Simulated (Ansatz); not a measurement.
## Moving the knobs of a GW run on ZrSe3 (P2_1/m)

Aim: change settings of a G0W0 run on ZrSe3 (P2_1/m) and see what moves.

Method: G0W0 on r2SCAN, plane waves, PAW, in Ansatz 0.2.0.

### 1. Set-up

Symmetry: P2_1/m, No. 11, monoclinic system. Conventional cell: a = 5.411 Å, b = 3.749 Å, c = 9.444 Å, α = 90.00°, β = 97.48°, γ = 90.00°. Nearest to Zr lie 8 Se at 2.72 to 2.87 Å. Nearest to Se lie 4 Zr at 2.72 to 2.87 Å. Nearest to Se lie 1 Se at 2.34 Å and 2 Zr at 2.73 Å. Nearest to Se lie 1 Se at 2.34 Å and 2 Zr at 2.74 Å. Farther neighbours and most contacts between anions are not listed.

Structure file:

```cif
data_structure
_symmetry_space_group_name_H-M 'P 1'
_symmetry_Int_Tables_number 1
_cell_length_a 5.4109
_cell_length_b 3.7488
_cell_length_c 9.4440
_cell_angle_alpha 90.000
_cell_angle_beta 97.480
_cell_angle_gamma 90.000
_cell_volume 189.94
loop_
_atom_site_label
_atom_site_type_symbol
_atom_site_fract_x
_atom_site_fract_y
_atom_site_fract_z
_atom_site_occupancy
Zr1 Zr 0.28500 0.25000 0.65600 1
Zr2 Zr 0.71500 0.75000 0.34400 1
Se3 Se 0.76200 0.25000 0.55400 1
Se4 Se 0.23800 0.75000 0.44600 1
Se5 Se 0.45600 0.25000 0.17400 1
Se6 Se 0.54400 0.75000 0.82600 1
Se7 Se 0.88800 0.25000 0.16900 1
Se8 Se 0.11200 0.75000 0.83100 1
```

The cell and positions come from the Crystallography Open Database and are kept as given unless a step says otherwise. The default PAW set here is soft_2. Its files were made with PBE.

### 2. The base run: 2×4×2 mesh, 444 empty bands, screening to 102 eV

G0W0 replaces the xc potential by the self-energy, built once from these orbitals. Only a window of levels is corrected, while the sums run over the empty bands that the input names.

input.yaml

```yaml
crystal:
  lattice:
    - [5.4109, 0.0, 0.0]
    - [0.0, 3.7488, 0.0]
    - [-1.2294209091, 0.0, 9.3636349901]
  atoms:
    - { symbol: Zr, position: [0.285, 0.25, 0.656] }
    - { symbol: Zr, position: [0.715, 0.75, 0.344] }
    - { symbol: Se, position: [0.762, 0.25, 0.554] }
    - { symbol: Se, position: [0.238, 0.75, 0.446] }
    - { symbol: Se, position: [0.456, 0.25, 0.174] }
    - { symbol: Se, position: [0.544, 0.75, 0.826] }
    - { symbol: Se, position: [0.888, 0.25, 0.169] }
    - { symbol: Se, position: [0.112, 0.75, 0.831] }
kpoints:
  mp_grid: { grid: [2, 4, 2] }
hamiltonian:
  xc: r2scan
scf:
  occupations: { method: fixed }
gw:
  n_empty_bands: 444
  ecut_chi: 102
  qp_bands: [v2, c2]
  qp_kpoints: band_edges
  screening: { model: contour_deformation }
```

On the command line:

```console
$ ansatz run input.yaml --threads 3 --pin off --max-ram 92160MiB --backend cuda --events-out ev --progress --plain --runs-dir out --devices 1 --max-vram 13GiB
```

Numbers of over 12 decimals in the logs are rounded to 6 here.

What it wrote:

```text
GPUs: using 1 of 1 available (devices: 1).
Engine: ansatz 0.2.0, x86_64-unknown-linux-gnu
Pseudopotentials: kind: paw
Pseudopotential: Zr, paw, valence charge 12, recommended cutoff 500 eV (meta_gga), Zr.paw.azcp
Pseudopotential: Se, paw, valence charge 16, recommended cutoff 500 eV (meta_gga), Se.paw.azcp
Functional definition: r2SCAN
  parameter k0 = 0.174
  parameter k1 = 0.065
  parameter a1 = 4.9479
  exchange = r2scan_x(k0 = k0, k1 = k1, a1 = a1)
  correlation = r2scan_c
device memory: the entry about to start is reckoned to put 3.7 GiB on a device that reports 54.7 GiB free (of which the cap on the GPU budget leaves the run 13.0 GiB)
GPU FFT provider: cuFFT
GPU libraries: cuBLAS 13.8.2, cuFFT 12.4.0, cuSOLVER 12.3.4
Crystal: 8 atoms, lattice volume = 189.936 Å³
Basis set: ecut = 500 eV, 4769 PW (Γ), exchange–correlation on 160×120×288 points (64 copies of the dense FFT grid, shifted against one another)
Bands: 72, of which v1, the nominal top of the filled ones, is band 60 counted from 1 (59 counted from 0)
Symmetry: 4 space group operations
Space group: P21/m (ITA 11), of the structure as read, at distance tolerance 5.7e-5 Å
k-points: 12 of 16
Non-local potential: Zr, projectors of the file, l = 0: 3, l = 1: 2, l = 2: 2, l = 3: 2
Non-local potential: Se, projectors of the file, l = 0: 2, l = 1: 2, l = 2: 3, l = 3: 1
PAW form: soft (Blöchl's): semilocal exchange-correlation on the pseudo side does not see the compensation charge
PAW frozen core: Zr, regenerated for the run's functional (the file was generated under x = pbe(κ = 0.804, μ = 0.219515), c = pbe(β = 0.066725))
PAW frozen core: Se, regenerated for the run's functional (the file was generated under x = pbe(κ = 0.804, μ = 0.219515), c = pbe(β = 0.066725))
PAW one-centre angular grid: Zr, 590 points (default); XC on 160 Gauss nodes
PAW one-centre angular grid: Se, 590 points (default); XC on 160 Gauss nodes
Initial density: superposition of atomic densities (neutral atoms: chi_scale 0, normalization atom), corrected by the library's trained network
Initial wavefunctions: pseudopotential atomic-orbital guess
GPU buffer pool allocated for 86400 grid points (all kernels)
GPU transforms: local potential: pruned to the plane-wave sphere, on 40×27×72; band sums: pruned to the plane-wave sphere, on 40×30×72
Functional: x = r2scan, c = r2scan; τ floored in thin density (d = 2e-4 eV/Å³)
SCF iter   1: F=—  HF=-41268.123164 eV  |F-HF|=—  |Δ(HF+E_count)|=         —  Δρ=1.03e-2  dr2=3.70e-1  dr2_τ=5.25e-2  ethr=1.77e-3  ⟨swp⟩=4.3  Hψ=2564  notcnv=0  defer=100
preconditioner: auto → Resta (q_TF=auto, 2.527 Å⁻¹)  ε∞=4.7  [insulator: Δε(μ)=0.717 eV  Ē_g=9.247 eV  n_scr=52 (ndim 8)  ℏωp=17.9 eV  f_vac=0.062  ε∞_Penn≈4.7]
[...]
E_nonlocal   = -3415.735753
  E_hartree    = 7910.828424
  E_xc         = -906.011781
  E_vxc        = -1062.156288  (∫ρ·V_xc dr)
  E_paw        = -17490.417872  (= ΣΔE_a)
  E_vpaw       = 1081.858293  (= ΣTr[D̂ρ^β])
  E_aug_tail   = -0.001235  (compensation charges beyond the density's cutoff)
  E_vtau       = 55.498616  (kinetic-family band-sum trace: ∫τ·v_τ [+ j·A + Jᵃ·Aᵃ] dr)
  E_ewald      = -12323.410640
  E_core_change = -10.918105  (= ΣΔE_core)
  E_smearing   = -0.000000  (= −TS)
  E_closure    = -0.000000  (closes the sum)
  Σ components = -41268.209702   (vs F -41268.209702, Δ=0.00e0)
--- Band table (eV; the first three rows and the last of 12) ---
  k-point 0: bands = [... 56 lower, 8.6861, 8.7959, 9.2475, 9.3049, 10.4051, 10.7869, 12.3425, 12.6156, ... 8 higher]
  k-point 1: bands = [... 56 lower, 8.6970, 8.7834, 9.2111, 9.2171, 10.2686, 10.9575, 12.3438, 12.6016, ... 8 higher]
  k-point 2: bands = [... 56 lower, 8.0461, 8.1735, 8.3593, 8.4544, 11.5335, 11.7536, 12.4617, 12.5466, ... 8 higher]
  k-point 11: bands = [... 56 lower, 7.6458, 7.6458, 7.9426, 7.9426, 10.2854, 10.2854, 12.2456, 12.2456, ... 8 higher]
--- G₀W₀: contour deformation, 7 samples at zero and on the imaginary axis and 1 off it, 16 q-points, 444 empty bands' worth ---
  eigenvalues of the whole cell's RPA ε∞ on this k-mesh (on a slab, of 1 + 4πα/V) = 6.0011, 12.3977, 14.0857; static W/v taken at q = 0 is 0.074349
  gw.qp_kpoints: band_edges: 8 of 12 stored k-points solved, in 1 pass; an edge of the gap read off the rows below is read off those points alone
    valence top: of the k-points left out ik 2 came nearest to being solved in a further pass, in band 60 (counted from 1, as in the quasiparticle table): it holds the edge there only if its correction is more favourable than any solved in that band by at least 0.850 eV; those differ by 0.102 eV
    conduction bottom: of the k-points left out ik 3 came nearest to being solved in a further pass, in band 61 (counted from 1, as in the quasiparticle table): it holds the edge there only if its correction is more favourable than any solved in that band by at least 1.228 eV; those differ by 0.242 eV
    ik  band        ε_KS         Σx   Σc(E_QP)       V_xc       Z   E_QP_lin       E_QP  E_QP is
     0    59      9.2475   -17.7130     1.4459   -16.0897  0.7625     9.0695     9.0701  root
     0    60      9.3049   -18.1496     1.7025   -16.2774  0.7655     9.1346     9.1352  root
     0    61     10.4051    -9.6022    -4.4177   -14.2441  0.7618    10.6303    10.6293  root
     0    62     10.7869    -9.8097    -4.8827   -14.9855  0.7507    11.0820    11.0801  root
     1    59      9.2111   -18.0242     1.6988   -16.1561  0.7640     9.0413     9.0419  root
     1    60      9.2171   -17.7018     1.4794   -16.0420  0.7626     9.0361     9.0367  root
     1    61     10.2686    -9.3652    -4.5371   -14.1262  0.7637    10.4934    10.4924  root
     1    62     10.9575   -10.0135    -4.8276   -15.1293  0.7476    11.2479    11.2458  root
[...]
11    59      7.9426   -17.3618     1.8877   -15.2189  0.7418     7.6853     7.6874  root
    11    60      7.9426   -17.3618     1.8877   -15.2189  0.7418     7.6853     7.6874  root
    11    61     10.2854   -10.2930    -3.8595   -14.6184  0.7501    10.7587    10.7514  root
    11    62     10.2854   -10.2930    -3.8595   -14.6184  0.7501    10.7587    10.7514  root
[key lines of the parts left out:]
SCF converged after 8 iterations
Free energy (F): -41268.209702 eV
Fermi energy:    9.304890 eV
```

It took 40 s on 1 × NVIDIA H100 80GB HBM3 (shared by 6 runs) with 3 threads of AMD EPYC 7R13 (Zen 3), shared host; peak memory 2.3 GiB; 73 s of CPU time.

The column dr2 measures how far the density is from self-consistency, as an energy; F and HF (Harris–Foulkes) agree once it is small.

This step gave:

| Property | Result |
| --- | --- |
| bands summed | 504 |
| RPA ε∞ on this mesh (eigenvalues) | 6.001, 12.40, 14.09 |
| plane waves in the screening matrix | 445 |
| q-points in the mesh | 16 |
| G0W0 gap on the mesh | 1.254 eV |
| k of the valence top | 0, 0, 0 |
| k of the conduction bottom | -0.5, 0, 0 |
| starting gap on the mesh | 0.6783 eV |
| Z at the valence top | 0.7655 |
| Z at the conduction bottom | 0.7574 |
| least direct G0W0 gap on the computed points | 1.451 eV |

The gap on the mesh goes from 0.68 eV to 1.25 eV, a correction of +0.58 eV. Between the two edge states, bare exchange in place of the xc potential would open the gap by 5.79 eV, and correlation takes back 5.21 eV.

### 3. Variant: guard bands

input.yaml, as its differences from that of step 2:

```diff
@@ -21,4 +21,4 @@
 gw:
-  n_empty_bands: 444
-  ecut_chi: 102
+  n_empty_bands: 308
+  ecut_chi: 80
   qp_bands: [v2, c2]
@@ -26 +26,2 @@
   screening: { model: contour_deformation }
+  n_guard_bands: 2
```

What it wrote:

```text
GPUs: using 1 of 1 available (devices: 1).
[...]
GPU FFT provider: cuFFT
GPU libraries: cuBLAS 13.8.2, cuFFT 12.4.0, cuSOLVER 12.3.4
Crystal: 8 atoms, lattice volume = 189.936 Å³
Basis set: ecut = 500 eV, 4769 PW (Γ), exchange–correlation on 160×120×288 points (64 copies of the dense FFT grid, shifted against one another)
Bands: 72, of which v1, the nominal top of the filled ones, is band 60 counted from 1 (59 counted from 0)
Symmetry: 4 space group operations
[...]
k-points: 12 of 16
[...]
GPU buffer pool allocated for 86400 grid points (all kernels)
[...]
SCF iter   1: F=—  HF=-41268.123164 eV  |F-HF|=—  |Δ(HF+E_count)|=         —  Δρ=1.03e-2  dr2=3.70e-1  dr2_τ=5.25e-2  ethr=1.77e-3  ⟨swp⟩=4.3  Hψ=2564  notcnv=0  defer=100
[...]
SCF iter   8: F=-41268.209702 eV  HF=-41268.209702 eV  |F-HF|=2.59e-8  |Δ(HF+E_count)|=   1.01e-7  Δρ=5.87e-6  dr2=7.96e-8  dr2_τ=2.67e-9  ethr=8.33e-11  ⟨swp⟩=7.8  Hψ=3236  notcnv=0
SCF 1 converged in 8 iterations: F = -41268.209702 eV  dr2 = 7.96e-8
[...]
NSCF: frozen V_eff on 12 k-points
[...]
G₀W₀ screening: q 1/12
[... further progress lines ...]
[...]
SCF converged after 8 iterations
Free energy (F): -41268.209702 eV
[...]
Internal energy: -41268.209702 eV  (E = F + TS)
E sigma→0 (E₀):  -41268.209702 eV
Fermi energy:    9.304890 eV
[...]
--- Band table (eV; the first three rows and the last of 12) ---
  k-point 0: bands = [... 56 lower, 8.6861, 8.7959, 9.2475, 9.3049, 10.4051, 10.7869, 12.3425, 12.6156, ... 8 higher]
  k-point 1: bands = [... 56 lower, 8.6970, 8.7834, 9.2111, 9.2171, 10.2686, 10.9575, 12.3438, 12.6016, ... 8 higher]
  k-point 2: bands = [... 56 lower, 8.0461, 8.1735, 8.3593, 8.4544, 11.5335, 11.7536, 12.4617, 12.5466, ... 8 higher]
  k-point 11: bands = [... 56 lower, 7.6458, 7.6458, 7.9426, 7.9426, 10.2854, 10.2854, 12.2456, 12.2456, ... 8 higher]
[...]
0    59      9.2475   -17.7130     1.5802   -16.0897  0.7637     9.2043     9.2044  root
     0    60      9.3049   -18.1496     1.8441   -16.2774  0.7667     9.2768     9.2768  root
     0    61     10.4051    -9.6022    -4.3352   -14.2441  0.7626    10.7138    10.7117  root
     0    62     10.7869    -9.8097    -4.7981   -14.9855  0.7517    11.1681    11.1646  root
     1    59      9.2111   -18.0242     1.8378   -16.1561  0.7652     9.1808     9.1808  root
     1    60      9.2171   -17.7018     1.6130   -16.0420  0.7638     9.1703     9.1704  root
     1    61     10.2686    -9.3652    -4.4590   -14.1262  0.7645    10.5723    10.5705  root
     1    62     10.9575   -10.0135    -4.7391   -15.1293  0.7486    11.3381    11.3343  root
[...]
11    59      7.9426   -17.3618     2.0023   -15.2189  0.7428     7.8014     7.8020  root
    11    60      7.9426   -17.3618     2.0023   -15.2189  0.7428     7.8014     7.8020  root
    11    61     10.2854   -10.2930    -3.7558   -14.6184  0.7513    10.8662    10.8551  root
    11    62     10.2854   -10.2930    -3.7558   -14.6184  0.7513    10.8662    10.8551  root
```

The job ended after 18 s (1 × NVIDIA H100 80GB HBM3 (shared by 6 runs) with 3 threads; peak memory 2 GiB; 23 s of CPU time).

The G0W0 gap on the mesh is 1.218 eV.

Against the base:

| setting | base | variant |
| --- | --- | --- |
| empty bands | 444 | 308 |
| screening cutoff (eV) | 102 | 80 |
| n guard bands | - | 2 |

| quantity | variant | base |
| --- | --- | --- |
| starting gap on the mesh | 0.678 | 0.678 |
| G0W0 gap on the mesh | 1.218 | 1.254 |
| least direct G0W0 gap on the computed points | 1.390 | 1.451 |
| Z at the valence top | 0.767 | 0.766 |
| Z at the conduction bottom | 0.759 | 0.757 |

### 4. Summary of results

```
base        : 1.25 eV, 40 s
guard bands : 1.22 eV, 18 s
```

Guard bands: the gap moves by −0.04 eV and the time by a factor of 0.46. The variant differs from the base in empty bands, screening cutoff and n guard bands together, so the change can't be laid to one of them. All runs here use a coarse mesh and modest cutoffs; they test settings and are not final values. The 2×4×2 mesh is coarse for this cell (its supercell is 11 Å along the shortest edge). The RPA ε∞ on it, from the r2SCAN start, is 6.00, 12.40 and 14.09; such meshes misread the long-range screening, most where the gap is narrow. The many-body steps are scalar-relativistic: spin-orbit coupling is not in them.

[Paths, hosts, dates, memory and timing lines, banners, echoed tables and standing remarks are left out of the program output.]

[Logs are printed without paths, hosts, clocks, repeated set-up lines and the standing remarks that a program may print on its own settings, such as how far it seeks lower states.]

[Runs of the session that timed out or met a known fault of the program may be left out.]

[Cells called generated may have been cut or substituted from an entry of the Crystallography Open Database or the Materials Project.]

[Hosts, paths, dates, database ids (printed as entryN), source tags and the programs' standing remarks are cut or masked in the printed files.]
